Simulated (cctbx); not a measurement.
# Symmetry from intensities

Cell: a = 7.0000 Å, b = 7.0000 Å, c = 7.1620 Å, α = 90.00°, β = 90.00°, γ = 90.00°. Expected content of the cell: Sn12 Ni4.

The data are simulated with cctbx, not measured: synchrotron X-rays, λ = 0.7749 Å, to d = 0.65 Å, 95 % of the full sphere, strongest reflection 40000 counts, noise from counting, a 4 % proportional error and a noise floor of 2 counts (s.d.); no absorption, some extinction.

A first pass over the reflections prints:

```text
5068 reflections to d = 0.651 A
centring   violations  <I/sigma> of those
    A       1759 of  2515     10.4
    B       1743 of  2504     10.3
    C       1708 of  2513      9.6
    I       1641 of  2522      9.2
    R       2383 of  3368     10.4
    F       2605 of  3766     10.1
Laue class    unique    Rint  (classes that these axes allow; Friedel mates merged)
P -1             2663   0.027
P 1 2/m 1        1436   0.032
P 1 1 2/m        1432   0.032
P 2/m 1 1        1436   0.032
P m m m           815   0.034
P 4/m             722   0.035
P 4/m m m         445   0.036
space group    extra absences  I>4sigma  <I/sigma>
P 4 2 2                 0          0         -  acentric
P 4 21 2               20          0       0.2  acentric
P 42 2 2               11          0       0.3  acentric
P 42 21 2              31          0       0.2  acentric
P 4 m m                 0          0         -  acentric
P 42 n m              351          0      -0.0  acentric
P -4 2 m                0          0         -  acentric
P -4 21 m              20          0       0.2  acentric
P -4 m 2                0          0         -  acentric
P -4 n 2              351          0      -0.0  acentric
P 4/m m m               0          0         -  centric
P 42/m n m            351          0      -0.0  centric
Wilson B = 1.31 A^2   <|E^2-1|> = 1.047 (0.968 centric, 0.736 acentric)   E^2>4: 5.3 %
shell (A)         n   <I/sigma>
 7.16 - 1.30     73     35.4
 1.30 - 1.03     55     37.2
 1.03 - 0.90     54     34.3
 0.90 - 0.82     53     32.3
 0.82 - 0.76     54     31.2
 0.76 - 0.72     48     33.5
 0.72 - 0.68     57     28.2
 0.68 - 0.65     51     23.0
```

Q: Read the symmetry from these tables.

Every centring test has many violations, so the lattice is primitive.

Rint stays low (0.027 to 0.036) up to P 4/m m m, the highest class in these axes.

12 settings pass the absence test. The most absences obeyed, 351, belong to P 42 n m, P -4 n 2 and P 42/m n m, which absences can't tell apart.

⟨|E²−1|⟩ = 1.047 leans to a centrosymmetric structure. The Wilson B of 1.31 Å² means U ≈ 0.0166 Å².

The true group is P4_2/mnm (no. 136), Laue class 4/mmm, centrosymmetric. The tables only narrow the choice to the tied entries; cell content, site symmetry and trial solutions must settle it.

This is a model crystal, built by substitution and not relaxed, with assumed displacement parameters.

[Logs are printed without paths, hosts, clocks, repeated set-up lines and the standing remarks that a program may print on its own settings, such as how far it seeks lower states.]
